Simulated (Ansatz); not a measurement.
# How well the gap of CuBiPbS3 (Aikinite) can be computed, part 2 of 2

Aim: a best estimate of the quasiparticle gap of CuBiPbS3 (Aikinite), with each correction and its cost laid out.

Ansatz 0.2.0; density functionals, hybrids, G0W0, plane waves, PAW. Known limits of the many-body steps: not at the basis limit; d shell near the gap, gap tends to lie low; no spin-orbit coupling; coarse k mesh.

So far. Step 5 (HSE06+SOC): The gap stands −0.42 eV against HSE06. Step 6 (G0W0, 2×4×2 mesh, 707 empty bands, screening to 70 eV …): The gap on the mesh goes from 0.86 eV to 1.01 eV, a correction of +0.15 eV. Between the two edge states, bare exchange in place of the xc potential would open the gap by 7.38 eV, and correlation takes back 7.23 eV.

In doubt: one-shot GW on d or f shells is unsure (steps 6, 7, 8, 9, 10), so the values of those runs are not to be relied on; masses and optical values from hybrid runs of this build are listed as unsure (step 10), which bears on the screening that GW takes from such a start.

### Step 7. G0W0, 2×4×2 mesh, 1588 empty bands, screening to 120 eV, hard PAW files

Level of this step: G0W0 on r2SCAN, plane waves, PAW (Ansatz).

Bands and screening cutoff are moved together, since each hides the error of the other.

The input, input.yaml:

```yaml
crystal:
  lattice:
    - [11.638, 0.0, 0.0]
    - [0.0, 4.039, 0.0]
    - [0.0, 0.0, 11.319]
  atoms:
    - { symbol: Cu, position: [0.2338, 0.25, 0.2085] }
    - { symbol: Cu, position: [0.2662, 0.75, 0.7085] }
    - { symbol: Cu, position: [0.7338, 0.25, 0.2915] }
    - { symbol: Cu, position: [0.7662, 0.75, 0.7915] }
    - { symbol: Bi, position: [0.0189, 0.25, 0.6827] }
    - { symbol: Bi, position: [0.4811, 0.75, 0.1827] }
    - { symbol: Bi, position: [0.5189, 0.25, 0.8173] }
    - { symbol: Bi, position: [0.9811, 0.75, 0.3173] }
    - { symbol: Pb, position: [0.8329, 0.25, 0.0105] }
    - { symbol: Pb, position: [0.6671, 0.75, 0.5105] }
    - { symbol: Pb, position: [0.3329, 0.25, 0.4895] }
    - { symbol: Pb, position: [0.1671, 0.75, 0.9895] }
    - { symbol: S, position: [0.716, 0.25, 0.6986] }
    - { symbol: S, position: [0.784, 0.75, 0.1986] }
    - { symbol: S, position: [0.216, 0.25, 0.8014] }
    - { symbol: S, position: [0.284, 0.75, 0.3014] }
    - { symbol: S, position: [0.0467, 0.25, 0.14] }
    - { symbol: S, position: [0.4533, 0.75, 0.64] }
    - { symbol: S, position: [0.5467, 0.25, 0.36] }
    - { symbol: S, position: [0.9533, 0.75, 0.86] }
    - { symbol: S, position: [0.3775, 0.25, 0.0559] }
    - { symbol: S, position: [0.1225, 0.75, 0.5559] }
    - { symbol: S, position: [0.8775, 0.25, 0.4441] }
    - { symbol: S, position: [0.6225, 0.75, 0.9441] }
kpoints:
  mp_grid: { grid: [2, 4, 2] }
hamiltonian:
  xc: r2scan
  pseudopotentials: { kind: paw, source: ansatz }
scf:
  occupations: { method: fixed }
gw:
  n_empty_bands: 1588
  ecut_chi: 120.0
  qp_bands: [v4, c4]
  qp_kpoints: band_edges
  screening: { model: contour_deformation }
```

Started as:

```bash
$ ansatz run input.yaml --threads 16 --pin off --max-ram 82944MiB --backend cuda --events-out ev --progress --plain --runs-dir out --devices 1 --max-vram 78GiB
```

Numbers of over 12 decimals in the logs are rounded to 6 here.

The program printed:

```text
GPUs: using 1 of 1 available (devices: 1).
[...]
Crystal: 24 atoms, lattice volume = 532.060 Å³
Basis set: ecut = 700 eV, 22375 PW (Γ), exchange–correlation on 480×160×480 points (64 copies of the dense FFT grid, shifted against one another)
Bands: 197, of which v1, the nominal top of the filled ones, is band 164 counted from 1 (163 counted from 0)
Symmetry: 8 space group operations
[...]
k-points: 12 of 16
[...]
5   166     11.5080   -10.3990    -3.2653   -13.6655  0.7812    11.5092    11.5092  root
     5   167     11.9224   -10.4177    -3.2288   -13.6991  0.7774    11.9750    11.9750  root
[...]
11   165     11.9803   -10.1184    -3.3951   -13.5361  0.7761    12.0029    12.0029  root
    11   166     11.9803   -10.1184    -3.3951   -13.5361  0.7761    12.0029    12.0029  root
    11   167     11.9803   -10.1184    -3.3951   -13.5361  0.7761    12.0029    12.0029  root
    11   168     11.9803   -10.1184    -3.3951   -13.5361  0.7761    12.0029    12.0029  root
[key lines of the parts left out:]
SCF converged after 12 iterations
```

Wall time 3.6 min (1 × NVIDIA GB200 (shared by 2 runs) with 16 threads of Arm Neoverse V2, shared host); peak memory 21 GiB; 9 min of CPU time.

This step gave:

| Property | Result |
| --- | --- |
| bands summed | 1752 |
| RPA ε∞ on this mesh (eigenvalues) | 12.04, 13.12, 13.43 |
| plane waves in the screening matrix | 1587 |
| G0W0 gap on the mesh | 0.8660 eV |
| k of the valence top | 0, 0, -0.5 |
| k of the conduction bottom | 0, 0.25, 0 |
| starting gap on the mesh | 0.8598 eV |
| least direct G0W0 gap on the computed points | 0.9555 eV |

Against the run with 2×4×2 mesh, 707 empty bands, screening to 70 eV, hard PAW files, the gap moves by −0.15 eV.

### Step 8. G0W0, 2×4×2 mesh, 2917 empty bands, screening to 180 eV, hard PAW files

Edit input.yaml of step 7 so:

```diff
@@ -38,4 +38,4 @@
 gw:
-  n_empty_bands: 1588
-  ecut_chi: 120.0
+  n_empty_bands: 2917
+  ecut_chi: 180.0
   qp_bands: [v4, c4]
```

The program printed:

```text
GPUs: using 1 of 1 available (devices: 1).
[...]
Crystal: 24 atoms, lattice volume = 532.060 Å³
Basis set: ecut = 700 eV, 22375 PW (Γ), exchange–correlation on 480×160×480 points (64 copies of the dense FFT grid, shifted against one another)
Bands: 197, of which v1, the nominal top of the filled ones, is band 164 counted from 1 (163 counted from 0)
Symmetry: 8 space group operations
[...]
k-points: 12 of 16
[...]
SCF iter   1: F=—  HF=-162973.497312 eV  |F-HF|=—  |Δ(HF+E_count)|=         —  Δρ=4.95e-2  dr2=2.34e1  dr2_τ=3.66e-1  ethr=3.10e-3  ⟨swp⟩=5.0  Hψ=7442  notcnv=0  defer=330
[...]
SCF iter   6: F=—  HF=-162968.392273 eV  |F-HF|=—  |Δ(HF+E_count)|=   2.07e-3  Δρ=7.01e-4  dr2=2.81e-3  dr2_τ=1.34e-4  ethr=6.06e-6  ⟨swp⟩=2.2  Hψ=3070  notcnv=0  defer=368
[...]
SCF iter  10: F=—  HF=-162968.392919 eV  |F-HF|=—  |Δ(HF+E_count)|=   1.81e-7  Δρ=4.68e-6  dr2=1.41e-7  dr2_τ=1.63e-8  ethr=7.22e-10  ⟨swp⟩=2.0  Hψ=2884  notcnv=0  defer=317
[...]
SCF 1 converged in 12 iterations: F = -162968.392919 eV  dr2 = 8.56e-10
[...]
SCF converged after 12 iterations
[...]
4   168     11.9453   -10.0239    -3.5291   -13.4893  0.7752    11.8818    11.8817  root *
     5   161      9.4014   -33.6993     5.5858   -28.0865  0.6707     9.3744     9.3744  root
     5   162      9.4014   -33.6993     5.5858   -28.0865  0.6707     9.3744     9.3744  root
     5   163      9.4640   -30.9584     4.8655   -26.0163  0.6855     9.3872     9.3874  root
     5   164      9.4640   -30.9584     4.8655   -26.0163  0.6855     9.3872     9.3874  root
     5   165     11.5080   -10.3990    -3.3644   -13.6655  0.7806    11.4102    11.4101  root
     5   166     11.5080   -10.3990    -3.3644   -13.6655  0.7806    11.4102    11.4101  root
     5   167     11.9224   -10.4177    -3.3251   -13.6991  0.7768    11.8787    11.8787  root
     5   168     11.9224   -10.4177    -3.3251   -13.6991  0.7768    11.8787    11.8787  root
     6   161      9.8819   -29.4426     4.2037   -25.1414  0.6997     9.7842     9.7844  root
     6   162      9.8819   -29.4426     4.2037   -25.1414  0.6997     9.7842     9.7844  root
     6   163     10.0587   -29.4089     4.0234   -25.2884  0.7048     9.9614     9.9617  root
     6   164     10.0587   -29.4089     4.0234   -25.2884  0.7048     9.9614     9.9617  root
     6   165     11.5651   -11.3892    -3.1581   -14.4963  0.7761    11.5142    11.5141  root
     6   166     11.5651   -11.3892    -3.1581   -14.4963  0.7761    11.5142    11.5141  root
     6   167     11.5996   -10.6608    -3.4123   -13.9765  0.7780    11.5030    11.5029  root
     6   168     11.5996   -10.6608    -3.4123   -13.9765  0.7780    11.5030    11.5029  root
     7   161      9.9268   -32.2815     4.7464   -27.4979  0.6918     9.8895     9.8896  root
     7   162      9.9268   -32.2815     4.7464   -27.4979  0.6918     9.8895     9.8896  root
     7   163      9.9438   -30.0960     4.3433   -25.6675  0.6988     9.8584     9.8586  root
     7   164      9.9438   -30.0960     4.3433   -25.6675  0.6988     9.8584     9.8586  root
     7   165     11.4416   -11.0811    -3.1707   -14.1747  0.7766    11.3646    11.3645  root
     7   166     11.4416   -11.0811    -3.1707   -14.1747  0.7766    11.3646    11.3645  root
     7   167     12.0946   -10.2812    -3.4987   -13.6803  0.7730    11.9953    11.9951  root
     7   168     12.0946   -10.2812    -3.4987   -13.6803  0.7730    11.9953    11.9951  root
[...]
11   161      9.4228   -33.0017     5.3590   -27.6045  0.6755     9.3847     9.3847  root
    11   162      9.4228   -33.0017     5.3590   -27.6045  0.6755     9.3847     9.3847  root
    11   163      9.4228   -33.0017     5.3590   -27.6045  0.6755     9.3847     9.3847  root
    11   164      9.4228   -33.0017     5.3590   -27.6045  0.6755     9.3847     9.3847  root
    11   165     11.9803   -10.1184    -3.4974   -13.5361  0.7755    11.9006    11.9005  root
    11   166     11.9803   -10.1184    -3.4974   -13.5361  0.7755    11.9006    11.9005  root
    11   167     11.9803   -10.1184    -3.4974   -13.5361  0.7755    11.9006    11.9005  root
    11   168     11.9803   -10.1184    -3.4974   -13.5361  0.7755    11.9006    11.9005  root
```

Run time: 8.4 min. Hardware: 1 × NVIDIA GB200 (shared by 2 runs) with 16 threads; peak memory 35 GiB.

Numbers from this step:

* bands summed: 3081
* RPA ε∞ on this mesh (eigenvalues): 12.03, 13.11, 13.41
* plane waves in the screening matrix: 2953
* q-points in the mesh: 16
* G0W0 gap on the mesh: 0.8560 eV
* k of the valence top: 0, 0, -0.5
* k of the conduction bottom: 0, 0.25, 0
* starting gap on the mesh: 0.8598 eV
* Z at the valence top: 0.7054
* Z at the conduction bottom: 0.7837
* least direct G0W0 gap on the computed points: 0.9383 eV

Against the run with 2×4×2 mesh, 1588 empty bands, screening to 120 eV, hard PAW files, the gap moves by −0.010 eV.

Limits: finite bands, cutoff and mesh; d shell near the gap, gap tends to lie low; no spin-orbit coupling; coarse k mesh. v1 is the top filled band, c1 the lowest empty one. The levels before and after the correction (eV, zero at the valence-band top of each column):

```
           conduction bottom  valence top
Kohn-Sham               0.86         0.00
     G0W0               0.86         0.00
```

```csv
,level,occupation,energy (eV)
Kohn-Sham,(0 0 -0.5) v3,2,-0.308
Kohn-Sham,(0 0 -0.5) v2-v1,2,0.000
Kohn-Sham,(0 0 -0.5) c1-c2,0,0.964
Kohn-Sham,(0 0 -0.5) c3,0,1.773
Kohn-Sham,(0 0.25 0) v3,2,-0.632
Kohn-Sham,(0 0.25 0) v2,2,-0.556
Kohn-Sham,(0 0.25 0) v1,2,-0.415
Kohn-Sham,(0 0.25 0) c1,0,0.860
Kohn-Sham,(0 0.25 0) c2,0,1.596
Kohn-Sham,(0 0.25 0) c3,0,2.151
G0W0,(0 0 -0.5) v3,2,-0.256
G0W0,(0 0 -0.5) v2-v1,2,0.000
G0W0,(0 0 -0.5) c1-c2,0,0.938
G0W0,(0 0 -0.5) c3,0,1.829
G0W0,(0 0.25 0) v3,2,-0.614
G0W0,(0 0.25 0) v2,2,-0.547
G0W0,(0 0.25 0) v1,2,-0.369
G0W0,(0 0.25 0) c1,0,0.856
G0W0,(0 0.25 0) c2,0,1.633
G0W0,(0 0.25 0) c3,0,2.179
```

The parts of the quasiparticle energy at the two band edges (eV; QP = start + Σx + Σc − Vxc):

| run | edge | start | Σx | Σc | Vxc | Z | QP |
| --- | --- | --- | --- | --- | --- | --- | --- |
| 871 bands | valence top | 10.19 | -29.96 | 4.29 | -25.71 | 0.71 | 10.22 |
| 871 bands | conduction bottom | 11.05 | -10.07 | -2.94 | -13.19 | 0.79 | 11.23 |
| 1752 bands | valence top | 10.19 | -29.96 | 4.24 | -25.71 | 0.71 | 10.18 |
| 1752 bands | conduction bottom | 11.05 | -10.07 | -3.13 | -13.19 | 0.78 | 11.04 |
| 3081 bands | valence top | 10.19 | -29.96 | 4.16 | -25.71 | 0.71 | 10.10 |
| 3081 bands | conduction bottom | 11.05 | -10.07 | -3.22 | -13.19 | 0.78 | 10.95 |

### Step 9. G0W0@r2SCAN, 2×6×2 mesh, 707 empty bands, screening to 70 eV, hard PAW files

A second mesh at equal bands and cutoff isolates the sampling error. Bands and cutoff differ from the step before, so it is read against an earlier run that matches them.

Edit input.yaml of step 8 so:

```diff
@@ -31,3 +31,3 @@
 kpoints:
-  mp_grid: { grid: [2, 4, 2] }
+  mp_grid: { grid: [2, 6, 2] }
 hamiltonian:
@@ -38,4 +38,4 @@
 gw:
-  n_empty_bands: 2917
-  ecut_chi: 180.0
+  n_empty_bands: 707
+  ecut_chi: 70.0
   qp_bands: [v4, c4]
```

The program printed:

```text
GPUs: using 1 of 1 available (devices: 1).
[...]
Crystal: 24 atoms, lattice volume = 532.060 Å³
Basis set: ecut = 700 eV, 22375 PW (Γ), exchange–correlation on 480×160×480 points (64 copies of the dense FFT grid, shifted against one another)
Bands: 197, of which v1, the nominal top of the filled ones, is band 164 counted from 1 (163 counted from 0)
Symmetry: 8 space group operations
[...]
k-points: 16 of 24
[...]
8   166     11.5646   -11.4170    -2.8447   -14.4967  0.7802    11.8003    11.7996  root
     8   167     11.5994   -10.7037    -3.0355   -13.9771  0.7825    11.8381    11.8373  root
[...]
15   165     11.9806   -10.1235    -3.1779   -13.5355  0.7789    12.2156    12.2147  root
    15   166     11.9806   -10.1235    -3.1779   -13.5355  0.7789    12.2156    12.2147  root
    15   167     11.9806   -10.1235    -3.1779   -13.5355  0.7789    12.2156    12.2147  root
    15   168     11.9806   -10.1235    -3.1779   -13.5355  0.7789    12.2156    12.2147  root
[key lines of the parts left out:]
SCF converged after 12 iterations
```

The job ended after 2.6 min (1 × NVIDIA GB200 (shared by 2 runs) with 16 threads; peak memory 17 GiB).

Numbers from this step:

- bands summed: 871
- RPA ε∞ on this mesh (eigenvalues): 11.86, 13.22, 13.27
- plane waves in the screening matrix: 721
- G0W0 gap on the mesh: 1.123 eV
- k of the valence top: 0, 0, -0.5
- k of the conduction bottom: 0, 0, -0.5
- starting gap on the mesh: 0.9632 eV
- least direct G0W0 gap on the computed points: 1.123 eV

Against the run with 2×4×2 mesh, 707 empty bands, screening to 70 eV, hard PAW files, the gap moves by +0.11 eV, while the start moved by +0.10 eV. A band edge is found at another k point on this mesh.

### Step 10. G0W0@HSE06, 2×4×2 mesh, 1588 empty bands, screening to 120 eV, hard PAW files

One-shot GW remembers its start. Another functional's orbitals and levels show by how much. Bands and cutoff differ from the step before, so it is read against an earlier run that matches them.

This step: G0W0 on HSE06, plane waves, PAW.

Edit input.yaml of step 9 so:

```diff
@@ -31,5 +31,5 @@
 kpoints:
-  mp_grid: { grid: [2, 6, 2] }
+  mp_grid: { grid: [2, 4, 2] }
 hamiltonian:
-  xc: r2scan
+  xc: hse06
   pseudopotentials: { kind: paw, source: ansatz }
@@ -38,4 +38,4 @@
 gw:
-  n_empty_bands: 707
-  ecut_chi: 70.0
+  n_empty_bands: 1588
+  ecut_chi: 120.0
   qp_bands: [v4, c4]
```

The program printed:

```text
GPUs: using 1 of 1 available (devices: 1).
[...]
Crystal: 24 atoms, lattice volume = 532.060 Å³
Basis set: ecut = 700 eV, 22375 PW (Γ)
Bands: 197, of which v1, the nominal top of the filled ones, is band 164 counted from 1 (163 counted from 0)
Symmetry: 8 space group operations
[...]
k-points: 12 of 16
[...]
5   165     11.5243    -9.8634    -3.3331   -13.1828  0.7994    11.5106    11.5106  root
     5   166     11.5243    -9.8634    -3.3331   -13.1828  0.7994    11.5106    11.5106  root
     5   167     12.0072    -9.7775    -3.3110   -13.0755  0.7965    11.9941    11.9941  root
[...]
11   165     12.0459    -9.7239    -3.4216   -13.1170  0.7945    12.0174    12.0174  root
    11   166     12.0459    -9.7239    -3.4216   -13.1170  0.7945    12.0174    12.0174  root
    11   167     12.0459    -9.7239    -3.4216   -13.1170  0.7945    12.0174    12.0174  root
    11   168     12.0459    -9.7239    -3.4216   -13.1170  0.7945    12.0174    12.0174  root
```

The job ended after 15 min (1 × NVIDIA GB200 (shared by 2 runs) with 16 threads; peak memory 18 GiB; 43 min of CPU time).

This step gave:

```yaml
bands_summed: 1752
rpa_eps_infinity_on_this_mesh_eigenvalues: 9.460, 10.51, 10.80
plane_waves_in_the_screening_matrix: 1587
g0w0_gap_on_the_mesh: 1.076 eV
k_of_the_valence_top: 0, 0, -0.5
k_of_the_conduction_bottom: 0, 0.25, 0
starting_gap_on_the_mesh: 1.439 eV
least_direct_g0w0_gap_on_the_computed_points: 1.161 eV
```

Against the run with 2×4×2 mesh, 1588 empty bands, screening to 120 eV, hard PAW files on r2SCAN, the gap moves by +0.21 eV, while the start moved by +0.58 eV.

### Step 11. The ladder

Times are wall times on 1 × NVIDIA GB200 (shared by 2 runs) with 16 threads of Arm Neoverse V2, shared host, good to a factor of about two. G0W0 rows are gaps on the mesh, lowered by the amount that the mesh misses the start's edges, a rough step that assumes the same correction there.

| level | gap (eV) | least direct gap (eV) | time |
| --- | --- | --- | --- |
| r2SCAN | 0.86 | 0.91 | 5.9 s |
| r2SCAN+SOC | 0.54 | 0.55 | 9 s |
| HSE06 | 1.43 | 1.45 | 58 s |
| HSE06+SOC | 1.01 | 1.02 | 4 min |
| G0W0@r2SCAN (707 empty bands, hard PAW) | 1.01 | - | 78 s |
| G0W0@r2SCAN (1588 empty bands, hard PAW) | 0.86 | - | 3.6 min |
| G0W0@r2SCAN (2917 empty bands, hard PAW) | 0.85 | - | 8.4 min |
| G0W0@r2SCAN (707 empty bands, 2×6×2, hard PAW) | 1.02 | - | 2.6 min |
| G0W0@HSE06 (1588 empty bands, hard PAW) | 1.07 | - | 15 min |

### Step 12. Adding up the best estimate

```
                                                                   term      eV  running total (eV)
                                             G0W0 on the mesh, top rung   0.856               0.856
to the limit, by a line in one over the bands through the two top rungs  −0.013               0.843
                                         spin-orbit change, from r2SCAN  −0.314               0.529
```

Changes that are not added in, each against a run with equal bands and cutoff:

| change | eV |
| --- | --- |
| start HSE06 | +0.21 |

### Step 13. Summary of results

| Property | Result |
| --- | --- |
| r2SCAN gap | 0.86 eV, indirect (only 49 meV under the direct gap) |
| HSE06 | 1.43 eV |
| G0W0, top rung on the mesh | 0.86 eV |
| best estimate, G0W0@r2SCAN with spin-orbit change | 0.53 eV |
| GW settings of the top rung | 2×4×2 mesh, 2917 empty bands, screening to 180 eV, hard PAW files |
| known limits | one-shot GW, static lattice; d shell near the gap, gap tends to lie low; coarse k mesh |

**Reading.** The best estimate for G0W0@r2SCAN is 0.53 eV, indirect (only 9 meV under the direct gap) by r2SCAN+SOC, against 0.54 eV at the start (both with spin-orbit coupling). The pair of rungs below gives a limit −0.12 eV away. Of the changes left open the largest, +0.21 eV, comes from starting at HSE06. Among the functionals r2SCAN comes nearest: +0.01 eV from the estimate without its spin-orbit term (0.84 eV). The coupling also moves a band edge to another k point, so its change of the gap does not carry over to G0W0 exactly. All runs took 36 min, 85 % of it in G0W0. The 2×4×2 mesh is coarse for this cell (its supercell is 16 Å along the shortest edge). The RPA ε∞ on it, from the r2SCAN start, is 12.03, 13.11 and 13.41; such meshes misread the long-range screening, most where the gap is narrow. A d shell, filled or nearly so, lies near the gap. One-shot GW converges very slowly in bands there, not always from below, and on a semilocal start the gap tends to come out low; starts rich in exact exchange can overshoot instead.

[Paths, hosts, dates, memory and timing lines, banners, echoed tables and standing remarks are left out of the program output.]

[Logs are printed without paths, hosts, clocks, repeated set-up lines and the standing remarks that a program may print on its own settings, such as how far it seeks lower states.]

[Runs of the session that timed out or met a known fault of the program may be left out.]

[Cells called generated may have been cut or substituted from an entry of the Crystallography Open Database or the Materials Project.]

[Hosts, paths, dates, database ids (printed as entryN), source tags and the programs' standing remarks are cut or masked in the printed files.]
